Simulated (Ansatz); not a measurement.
# Sr on Ag(100): change of the work function, part 2 of 4

Aim: the work function of Ag(100) at several coverages of Sr (hollow site), and the dipole that each adsorbate carries.

Ansatz 0.2.0; plane-wave DFT, PBE, Ansatz PAW (the session's first sound run).

So far, work function, upper face (eV): step 2 (the clean slab) 4.20.

## Step 3: The covered slab, coverage 0.25 ML

System of this step: Sr/Ag(100). The cell holds 17 atoms: 16 Ag and 1 Sr. Its edges and angles: a = 5.784 Å, b = 5.784 Å, c = 27.160 Å, α = 90.0°, β = 90.0°, γ = 90.0°. Vacuum lies along c.

The clean slab as it ended is repeated in the plane and the adsorbate is set on one face; the cell's size fixes the coverage, and the k-mesh shrinks with it to keep the sampling density about even. Adsorbate and upper layers relax, since the dipole depends on the height.

Contents of input.yaml:

```yaml
crystal:
  lattice:
    - [5.7841334702, 0.0, 0.0]
    - [0.0, 5.7841334702, 0.0]
    - [0.0, 0.0, 27.1597827567]
  atoms:
    - { symbol: Ag, position: [0.25, 0.25, 0.3313723118] }
    - { symbol: Ag, position: [0.0, 0.0, 0.4066674648] }
    - { symbol: Ag, position: [0.25, 0.25, 0.4845105284] }
    - { symbol: Ag, position: [0.0, 0.0, 0.560886066] }
    - { symbol: Ag, position: [0.25, 0.75, 0.3313723118] }
    - { symbol: Ag, position: [0.0, 0.5, 0.4066674648] }
    - { symbol: Ag, position: [0.25, 0.75, 0.4845105284] }
    - { symbol: Ag, position: [0.0, 0.5, 0.560886066] }
    - { symbol: Ag, position: [0.75, 0.25, 0.3313723118] }
    - { symbol: Ag, position: [0.5, 0.0, 0.4066674648] }
    - { symbol: Ag, position: [0.75, 0.25, 0.4845105284] }
    - { symbol: Ag, position: [0.5, 0.0, 0.560886066] }
    - { symbol: Ag, position: [0.75, 0.75, 0.3313723118] }
    - { symbol: Ag, position: [0.5, 0.5, 0.4066674648] }
    - { symbol: Ag, position: [0.75, 0.75, 0.4845105284] }
    - { symbol: Ag, position: [0.5, 0.5, 0.560886066] }
    - { symbol: Sr, position: [0.25, 0.25, 0.6686276882] }
kpoints:
  mp_grid: { grid: [5, 5, 1] }
hamiltonian:
  xc: pbe
scf:
  occupations: { method: fermi_dirac, width: 0.1 }
  convergence: { dr2_threshold: 1.0e-08 }
efield:
  axis: 3
  dipole_correction: true
  ramp_position: 0.97
  ramp_width: 0.06
relax:
  f_tol: 0.02
  max_steps: 60
  constraints: [{ sites: [0, 1, 4, 5, 8, 9, 12, 13] }]
output:
  bader: true
  dos: { projected: true, e_range: [-8, 4] }
  write_potential: true
  write_density: true
  volumetric_format: npy
  elf: true
```

Command:

```sh
$ ansatz run input.yaml --threads 4 --pin off --max-ram 12288MiB --backend cpu --events-out ev --progress --plain --runs-dir out
```

Numbers of over 12 decimals in the logs are rounded to 6 here.

What it wrote:

```text
[...]
Crystal: 17 atoms, lattice volume = 908.663 Å³
Basis set: ecut = 420 eV, 17807 PW (Γ), exchange–correlation on 80×80×384 points (8 copies of the dense FFT grid, shifted against one another)
Bands: 189, of which v1, the nominal top of the filled ones, is band 157 counted from 1 (156 counted from 0)
Symmetry: 8 space group operations
[...]
k-points: 6 of 25
[...]
SCF iter   1: F=—  HF=-124989.948330 eV  |F-HF|=—  |Δ(HF+E_count)|=         —  Δρ=2.28e-3  dr2=2.92e0  ethr=1.77e-3  p=0.451 e·Å  D=8.99e-2 V/Å  ΔV_dip=-2.44 eV  dr2_dipole=1.98e0  V_vac-E_F(+/−)=1.92/4.36 eV  ⟨swp⟩=8.5  Hψ=4932  notcnv=0  defer=46
[...]
SCF iter  11: F=-124989.812500 eV  HF=-124989.812500 eV  |F-HF|=3.35e-10  |Δ(HF+E_count)|=   3.70e-8  Δρ=6.31e-7  dr2=8.21e-9  ethr=3.18e-12  p=0.295 e·Å  D=5.87e-2 V/Å  ΔV_dip=-1.60 eV  dr2_dipole=1.21e-10  V_vac-E_F(+/−)=2.63/4.22 eV  ⟨swp⟩=15.7  Hψ=9236  notcnv=0
SCF 1 converged in 11 iterations: F = -124989.812500 eV  dr2 = 8.21e-9
[...]
relax step   1: F+E_penalty+E_count = -124989.81249984 eV  Δ(F+E_penalty+E_count) = +0.000e0 eV  max|allowed force component| = 8.325e-1 eV/Å  Δτ_max = 0.0000 Å  (11 SCF iters, accepted)
[...]
SCF iter  11: F=-124989.944491 eV  HF=-124989.944491 eV  |F-HF|=3.64e-10  |Δ(HF+E_count)|=   1.54e-9  Δρ=2.80e-7  dr2=1.15e-9  ethr=3.18e-12  p=0.313 e·Å  D=6.24e-2 V/Å  ΔV_dip=-1.69 eV  dr2_dipole=9.20e-11  V_vac-E_F(+/−)=2.53/4.23 eV  ⟨swp⟩=9.2  Hψ=6593  notcnv=0
SCF 2 converged in 11 iterations: F = -124989.944491 eV  dr2 = 1.15e-9
relax step   2: F+E_penalty+E_count = -124989.94449091 eV  Δ(F+E_penalty+E_count) = -1.320e-1 eV  max|allowed force component| = 7.073e-1 eV/Å  Δτ_max = 0.1139 Å  (11 SCF iters, accepted)
SCF iter   1: F=—  HF=-124990.071323 eV  |F-HF|=—  |Δ(HF+E_count)|=         —  Δρ=1.48e-3  dr2=5.34e-2  ethr=1.50e-4  p=0.313 e·Å  D=6.24e-2 V/Å  ΔV_dip=-1.69 eV  dr2_dipole=2.00e-3  V_vac-E_F(+/−)=2.53/4.23 eV  ⟨swp⟩=9.0  Hψ=4264  notcnv=0  defer=73
[...]
SCF iter  11: F=-124990.061051 eV  HF=-124990.061051 eV  |F-HF|=6.55e-10  |Δ(HF+E_count)|=   5.37e-9  Δρ=3.17e-7  dr2=1.46e-9  ethr=3.18e-12  p=0.339 e·Å  D=6.76e-2 V/Å  ΔV_dip=-1.84 eV  dr2_dipole=2.98e-11  V_vac-E_F(+/−)=2.39/4.23 eV  ⟨swp⟩=15.0  Hψ=7810  notcnv=0
SCF 3 converged in 11 iterations: F = -124990.061051 eV  dr2 = 1.46e-9
[...]
relax step   3: F+E_penalty+E_count = -124990.06105051 eV  Δ(F+E_penalty+E_count) = -1.166e-1 eV  max|allowed force component| = 3.232e-1 eV/Å  Δτ_max = 0.1950 Å  (11 SCF iters, accepted)
[...]
relax step   4: F+E_penalty+E_count = -124990.08618992 eV  Δ(F+E_penalty+E_count) = -2.514e-2 eV  max|allowed force component| = 1.183e-1 eV/Å  Δτ_max = 0.1935 Å  (11 SCF iters, accepted)
[...]
relax step   5: F+E_penalty+E_count = -124990.08918600 eV  Δ(F+E_penalty+E_count) = -2.996e-3 eV  max|allowed force component| = 2.092e-2 eV/Å  Δτ_max = 0.0272 Å  (9 SCF iters, accepted)
SCF iter   1: F=—  HF=-124990.089159 eV  |F-HF|=—  |Δ(HF+E_count)|=         —  Δρ=8.23e-5  dr2=8.07e-5  ethr=5.13e-7  p=0.354 e·Å  D=7.06e-2 V/Å  ΔV_dip=-1.92 eV  dr2_dipole=9.87e-8  V_vac-E_F(+/−)=2.31/4.23 eV  ⟨swp⟩=3.2  Hψ=2026  notcnv=0  defer=15
[...]
SCF iter   7: F=-124990.089298 eV  HF=-124990.089298 eV  |F-HF|=1.16e-9  |Δ(HF+E_count)|=   2.15e-9  Δρ=3.53e-7  dr2=2.51e-9  ethr=3.18e-12  p=0.355 e·Å  D=7.07e-2 V/Å  ΔV_dip=-1.92 eV  dr2_dipole=4.80e-10  V_vac-E_F(+/−)=2.31/4.23 eV  ⟨swp⟩=13.5  Hψ=7944  notcnv=0
SCF 6 converged in 7 iterations: F = -124990.089298 eV  dr2 = 2.51e-9
[...]
relax step   6: F+E_penalty+E_count = -124990.08929789 eV  Δ(F+E_penalty+E_count) = -1.119e-4 eV  max|allowed force component| = 6.395e-3 eV/Å  Δτ_max = 0.0056 Å  (7 SCF iters, accepted)
NSCF: frozen V_eff on 6 k-points
[...]
WARN: The output density's exchange-correlation potential varies sharply where the density is thin. Do not read a vacuum level from v_tot or v_xc, or from such a field of the output density. On a cell that repeats whose density bears no net charge and no dipole along the vacuum's axis use v_es (v_loc + v_h of the components); under efield.dipole_correction with no amplitude use v_es + v_field, which holds any externa [...]
SCF converged after 7 iterations
Free energy (F): -124990.089298 eV
[...]
Internal energy: -124989.874506 eV  (E = F + TS)
E sigma→0 (E₀):  -124989.981902 eV
Entropy (-TS):   -0.214792 eV (-12.635 meV/atom)
Fermi energy:    3.481301 eV
Dipole field:    D = 0.070710 V/Å  (p = 0.355077 e·Å, saw-weighted, corrected)
Work function:   Φ+ = 2.3082 eV   Φ− = 4.2287 eV
[...]
--- Forces (eV/Å), atoms counted from 1 ---
  atom   1  Ag    -0.00000000     0.00000000    -0.11823296
  atom   2  Ag     0.01827783     0.01827783     0.12131363
  atom   3  Ag     0.00000000     0.00000000    -0.00639490
  atom   4  Ag    -0.00189000    -0.00189000     0.00065994
  atom   5  Ag     0.00000000     0.00000000    -0.11172359
  atom   6  Ag     0.01827783    -0.01827783     0.12131363
  atom   7  Ag    -0.00000000     0.00000000    -0.00475514
  atom   8  Ag    -0.00189000     0.00189000     0.00065994
  atom   9  Ag     0.00000000     0.00000000    -0.11172359
  atom  10  Ag    -0.01827783     0.01827783     0.12131363
  atom  11  Ag     0.00000000     0.00000000    -0.00475514
  atom  12  Ag     0.00189000    -0.00189000     0.00065994
  atom  13  Ag     0.00000000     0.00000000    -0.12898638
  atom  14  Ag    -0.01827783    -0.01827783     0.12131363
  atom  15  Ag     0.00000000     0.00000000    -0.00156620
  atom  16  Ag     0.00189000     0.00189000     0.00065994
  atom  17  Sr     0.00000000     0.00000000     0.00027998
  max |Σ_I F_I| component: 3.63e-5 eV/Å
--- Band table (eV; the first three rows and the last of 6) ---
  k-point 0: bands = [... 153 lower, 3.0234, 3.0459, 3.0541, 3.2240, 3.2674, 3.6034, 3.6034, 3.6871, ... 28 higher]
  k-point 1: bands = [... 153 lower, 2.5419, 3.2641, 3.2670, 3.3867, 3.6114, 3.8912, 3.9540, 4.7778, ... 28 higher]
  k-point 2: bands = [... 153 lower, 2.3434, 3.2706, 3.7827, 3.7982, 4.1828, 4.4066, 4.4560, 4.4681, ... 28 higher]
  k-point 5: bands = [... 153 lower, 1.6009, 1.6237, 2.4228, 2.5228, 3.2952, 3.3239, 4.0468, 4.2873, ... 28 higher]
--- Relaxed structure (6 steps of the walk, 6 accepted, 0 SCFs on fresh bases) ---
  F+E_penalty+E_count = -124990.08929789 eV   max|allowed force component| = 6.395e-3 eV/Å
  atoms:
    - { symbol: Ag, position: [0.25, 0.25, 0.3313723118] }
    - { symbol: Ag, position: [0.0, 0.0, 0.406667] }
    - { symbol: Ag, position: [0.25, 0.25, 0.485082] }
    - { symbol: Ag, position: [-0.00317823, -0.00317823, 0.562748] }
    - { symbol: Ag, position: [0.25, 0.75, 0.3313723118] }
    - { symbol: Ag, position: [0.0, 0.5, 0.406667] }
    - { symbol: Ag, position: [0.25, 0.75, 0.484754] }
    - { symbol: Ag, position: [-0.00317823, 0.503178, 0.562748] }
    - { symbol: Ag, position: [0.75, 0.25, 0.3313723118] }
    - { symbol: Ag, position: [0.5, 0.0, 0.406667] }
    - { symbol: Ag, position: [0.75, 0.25, 0.484754] }
    - { symbol: Ag, position: [0.503178, -0.00317823, 0.562748] }
    - { symbol: Ag, position: [0.75, 0.75, 0.3313723118] }
    - { symbol: Ag, position: [0.5, 0.5, 0.406667] }
    - { symbol: Ag, position: [0.75, 0.75, 0.483931] }
    - { symbol: Ag, position: [0.503178, 0.503178, 0.562748] }
    - { symbol: Sr, position: [0.25, 0.25, 0.650974] }
--- Bader charges: 17 sites ---
  site symbol  charge [e]  shift [e]
     0     Ag     -0.0240     0.0000
     1     Ag      0.0217     0.0000
     2     Ag      0.0102     0.0000
     3     Ag     -0.2473     0.0000
     4     Ag     -0.0193     0.0000
     5     Ag      0.0217     0.0000
     6     Ag      0.0044     0.0000
     7     Ag     -0.2473     0.0000
     8     Ag     -0.0193     0.0000
     9     Ag      0.0217     0.0000
    10     Ag      0.0044     0.0000
    11     Ag     -0.2473     0.0000
    12     Ag     -0.0176     0.0000
    13     Ag      0.0217     0.0000
    14     Ag     -0.0087     0.0000
    15     Ag     -0.2473     0.0000
    16     Sr      0.9724     0.0000
  estimated error of the sums over rays = 3.4e-4 e
```

Wall time 4.6 min (4 threads of Arm Neoverse V1, shared host); peak memory 3.7 GiB; 18 min of CPU time.

Relaxation path:

| step | energy less that of the first step (eV) | largest force component (eV/Å) |
| --- | --- | --- |
| 1 | 0.0000 | 0.8325 |
| 2 | -0.1320 | 0.7073 |
| 3 | -0.2486 | 0.3232 |
| 4 | -0.2737 | 0.1183 |
| 5 | -0.2767 | 0.0209 |
| 6 | -0.2768 | 0.0064 |

The run keeps the 8 symmetry operations that it works with, so distortions that break them were not tested.

The atoms that moved most (Å):

| atom | dx | dy | dz | length |
| --- | --- | --- | --- | --- |
| Sr17 | 0.000 | 0.000 | -0.479 | 0.479 |
| Ag16 | 0.018 | 0.018 | 0.051 | 0.057 |
| Ag12 | 0.018 | -0.018 | 0.051 | 0.057 |
| Ag8 | -0.018 | 0.018 | 0.051 | 0.057 |
| Ag4 | -0.018 | -0.018 | 0.051 | 0.057 |
| Ag15 | 0.000 | 0.000 | -0.016 | 0.016 |
| Ag3 | 0.000 | 0.000 | 0.016 | 0.016 |
| Ag11 | 0.000 | 0.000 | 0.007 | 0.007 |

Final coordinates:

```xyz
17
Lattice="5.7841 0.0000 0.0000 0.0000 5.7841 0.0000 0.0000 0.0000 27.1598" Properties=species:S:1:pos:R:3
Ag    1.4460    1.4460    9.0000
Ag    0.0000    0.0000   11.0450
Ag    1.4460    1.4460   13.1747
Ag   -0.0184   -0.0184   15.2841
Ag    1.4460    4.3381    9.0000
Ag    0.0000    2.8921   11.0450
Ag    1.4460    4.3381   13.1658
Ag   -0.0184    2.9105   15.2841
Ag    4.3381    1.4460    9.0000
Ag    2.8921    0.0000   11.0450
Ag    4.3381    1.4460   13.1658
Ag    2.9105   -0.0184   15.2841
Ag    4.3381    4.3381    9.0000
Ag    2.8921    2.8921   11.0450
Ag    4.3381    4.3381   13.1434
Ag    2.9105    2.9105   15.2841
Sr    1.4460    1.4460   17.6803
```

This step gave:

| Property | Result |
| --- | --- |
| energy at zero smearing | -124989.9819 eV |
| work function, upper face | 2.308 eV |
| work function, lower face | 4.229 eV |
| dipole along the normal | 0.3551 e·Å |
| step between the vacuum levels | -1.920 eV |

Running mean over 2.045 Å of the planar mean; the ramp of the sawtooth is left out. The electron's electrostatic potential energy less the Fermi level by z:

| z (Å) | electron's electrostatic potential energy less the Fermi level (eV) |
| --- | --- |
| 3.5 | 4.23 |
| 4.0 | 4.23 |
| 4.5 | 4.23 |
| 5.0 | 4.22 |
| 5.5 | 4.21 |
| 6.0 | 4.18 |
| 6.5 | 4.06 |
| 7.0 | 3.61 |
| 7.5 | 1.95 |
| 8.0 | -1.27 |
| 8.5 | -4.33 |
| 9.0 | -5.69 |
| 9.5 | -5.96 |
| 10.0 | -6.01 |
| 10.5 | -6.04 |
| 11.0 | -6.00 |
| 11.5 | -5.76 |
| 12.0 | -5.54 |
| 12.5 | -5.61 |
| 13.0 | -5.85 |
| 13.5 | -5.78 |
| 14.0 | -5.54 |
| 14.5 | -5.55 |
| 15.0 | -5.76 |
| 15.5 | -5.50 |
| 16.0 | -3.92 |
| 16.5 | -2.14 |
| 17.0 | -1.68 |
| 17.5 | -2.02 |
| 18.0 | -2.14 |
| 18.5 | -1.24 |
| 19.0 | 0.455 |
| 19.5 | 1.50 |
| 20.0 | 1.91 |
| 20.5 | 2.12 |
| 21.0 | 2.22 |
| 21.5 | 2.27 |
| 22.0 | 2.29 |
| 22.5 | 2.30 |
| 23.0 | 2.31 |
| 23.5 | 2.31 |
| 24.0 | 2.31 |

The density of states has structure finer than the step of the table below, so its rows give means over 0.25 eV, whole bins alone (the curve runs from -8 to 1.98 eV). Peaks (eV: height): -5.410: 82.6, -4.900: 95.0, -4.600: 76.1, -4.480: 75.9, -4.420: 87.5, -3.310: 81.1, -3.010: 105.

Table of density of states by energy, zero at the Fermi level; means over each step:

| energy (eV) | density of states (states/eV a cell) |
| --- | --- |
| -7.50 | 0 |
| -7.25 | 0.0383 |
| -7.00 | 1.23 |
| -6.75 | 1.41 |
| -6.50 | 2.30 |
| -6.25 | 1.94 |
| -6.00 | 22.3 |
| -5.75 | 46.7 |
| -5.50 | 51.0 |
| -5.25 | 44.2 |
| -5.00 | 38.2 |
| -4.75 | 36.8 |
| -4.50 | 68.7 |
| -4.25 | 53.9 |
| -4.00 | 54.7 |
| -3.75 | 52.9 |
| -3.50 | 57.2 |
| -3.25 | 60.2 |
| -3.00 | 52.6 |
| -2.75 | 6.87 |
| -2.50 | 6.88 |
| -2.25 | 3.07 |
| -2.00 | 4.14 |
| -1.75 | 6.53 |
| -1.50 | 3.18 |
| -1.25 | 3.52 |
| -1.00 | 5.41 |
| -0.75 | 4.97 |
| -0.50 | 4.41 |
| -0.25 | 5.17 |
| 0.00 | 7.46 |
| 0.25 | 7.02 |
| 0.50 | 6.27 |
| 0.75 | 6.69 |
| 1.00 | 6.68 |
| 1.25 | 9.05 |
| 1.50 | 12.1 |
| 1.75 | 11.4 |

Projected DOS per atom over height of the atomic layer and energy from the Fermi level. Layers: Ag4 Ag4 Ag4 Ag4 Sr from below.

Ten even steps from '0' (0.00 states/eV) to '9' (4.52 states/eV), each cell a mean:
```
00000
00000
00001
00001
00001
00001
00001
00000
00000
00000
22210
99850
95780
85590
67780
55570
58760
16510
00000
00000
00000
00000
```
Columns: height of the atomic layer (Å) from 9 to 17.7 (not evenly spaced); rows upwards: energy from the Fermi level (eV) from -7.96 to 1.95.

Valence density in the ca plane at fractional y = 0.250, with atoms of Ag and Sr within 0.2 Å of it. It is the smooth field of the valence electrons, not physical close to the nuclei.

Ten steps, logarithmic in the rise over the least value, from '0' (0 e/Å³) to '9' (18 e/Å³), each cell a mean:
```
12211111111122211111110000000000000000000000
45542111111355421111100000000000000000000000
78863110112589852100000000000000000000000000
89974110012699962100000000000000000000000000
78863110112588752100000000000000000000000000
45542111111355421111100000000000000000000000
12211111111122211111110000000000000000000000
11111111111111111111110001100000000000000000
23321111111234321111111123321000000000000000
57752111111467641111101245542000000000000000
79974110012689852100001455553100000000000000
79974110012689852100001455553100000000000000
57752111111467641111101245542000000000000000
23321111111233321111111123321000000000000000
11111111111111111111110000000000000000000000
```
Columns run along c (16.0 Å, from fractional 0.31 to 0.90 of the cell), rows up along a (5.8 Å). Atoms in or near the plane, at fractional coordinates: Ag at (0.33, 0.25), Ag at (0.49, 0.25), Ag at (0.33, 0.75), Ag at (0.48, 0.75), Sr at (0.65, 0.25).

ELF in the ca plane at fractional y = 0.250, with atoms of Ag and Sr within 0.2 Å of it. It is the smooth field of the valence electrons, not physical close to the nuclei.

Values, 8 rows by 16 columns, each cell a mean:
```
0.28 0.21 0.16 0.18 0.25 0.22 0.18 0.19 0.22 0.11 0.17 0.33 0.19 0.04 0.01 0.00
0.65 0.39 0.16 0.18 0.59 0.47 0.17 0.17 0.20 0.21 0.23 0.16 0.06 0.01 0.00 0.00
0.56 0.34 0.16 0.18 0.51 0.41 0.17 0.18 0.21 0.20 0.23 0.20 0.07 0.01 0.00 0.00
0.21 0.19 0.16 0.18 0.20 0.19 0.18 0.20 0.20 0.08 0.12 0.37 0.27 0.06 0.01 0.00
0.27 0.21 0.16 0.18 0.25 0.22 0.18 0.21 0.24 0.61 0.22 0.35 0.57 0.21 0.02 0.00
0.65 0.39 0.16 0.18 0.59 0.48 0.17 0.17 0.54 0.55 0.52 0.27 0.70 0.34 0.04 0.00
0.56 0.34 0.16 0.18 0.50 0.41 0.17 0.19 0.48 0.70 0.47 0.28 0.68 0.31 0.04 0.00
0.21 0.19 0.16 0.18 0.20 0.19 0.18 0.21 0.18 0.40 0.14 0.37 0.50 0.16 0.02 0.00
```
Columns run along c (16.0 Å, from fractional 0.31 to 0.90 of the cell), rows up along a (5.8 Å). Atoms in or near the plane, at fractional coordinates: Ag at (0.33, 0.25), Ag at (0.49, 0.25), Ag at (0.33, 0.75), Ag at (0.48, 0.75), Sr at (0.65, 0.25).

Electrostatic potential energy in the ca plane at fractional y = 0.250, with atoms of Ag and Sr within 0.2 Å of it. With pseudopotentials it is smooth inside the atoms' cores, unlike the true potential.

Ten even steps from '0' (-39 eV) to '9' (7 eV), each cell a mean:
```
98899999999988899999999999999999999999999999
64468999999754579999999999999999999999999999
20137999998410158999999999999999999999999999
10026999997300048999999999999999999999999999
21137999998410258999999999999999999999999999
64468999999754579999999999999999999999999999
88899999999988899999999999999999999999999999
99999999999999999999999988888999999999999999
76689999999876789999999865568899999999999999
42247999998632369999998610026899999999999999
20026999998300148999997300005889999999999999
20026999998300148999997300005889999999999999
42247999998632369999998620036899999999999999
86689999999876789999999865578899999999999999
99999999999999999999999988888999999999999999
```
Columns run along c (16.0 Å, from fractional 0.31 to 0.90 of the cell; values clipped at the 3rd and 97th percentile), rows up along a (5.8 Å). Atoms in or near the plane, at fractional coordinates: Ag at (0.33, 0.25), Ag at (0.49, 0.25), Ag at (0.33, 0.75), Ag at (0.48, 0.75), Sr at (0.65, 0.25).

The relaxation took 6 steps and lowered the energy by 0.28 eV; the largest force on the free atoms ends at 0.0064 eV/Å.

By hand: a sheet of dipoles makes a step −p/(ε₀A) in the electron's potential. With e/ε₀ = 180.95 V·Å, p = 0.3551 e·Å and A = 33.46 Å², that is −180.95 × (0.3551) / 33.46 = -1.920 eV, and the two vacuum levels of the run differ by -1.920 eV.

The covered face has 2.31 eV, -1.90 eV against the clean one; the bare back face has moved by +0.03 eV, a measure of how thin the slab is.

(Continued in part 3 of 4.)

[Logs are printed without paths, hosts, clocks, repeated set-up lines and the standing remarks that a program may print on its own settings, such as how far it seeks lower states.]

[Hosts, paths, dates, database ids (printed as entryN), source tags and the programs' standing remarks are cut or masked in the printed files.]

[Maps of the electrostatic potential energy from Ansatz leave out the sawtooth potential of an applied field or a dipole correction, so their vacuum need not be flat; planar profiles and work functions include it.]

[The density of states shown here was stored with 400 of the rows of the run's finer table, so its peaks can read low, often by over a quarter, or be missed, and its means over a window can be off by a tenth or more.]
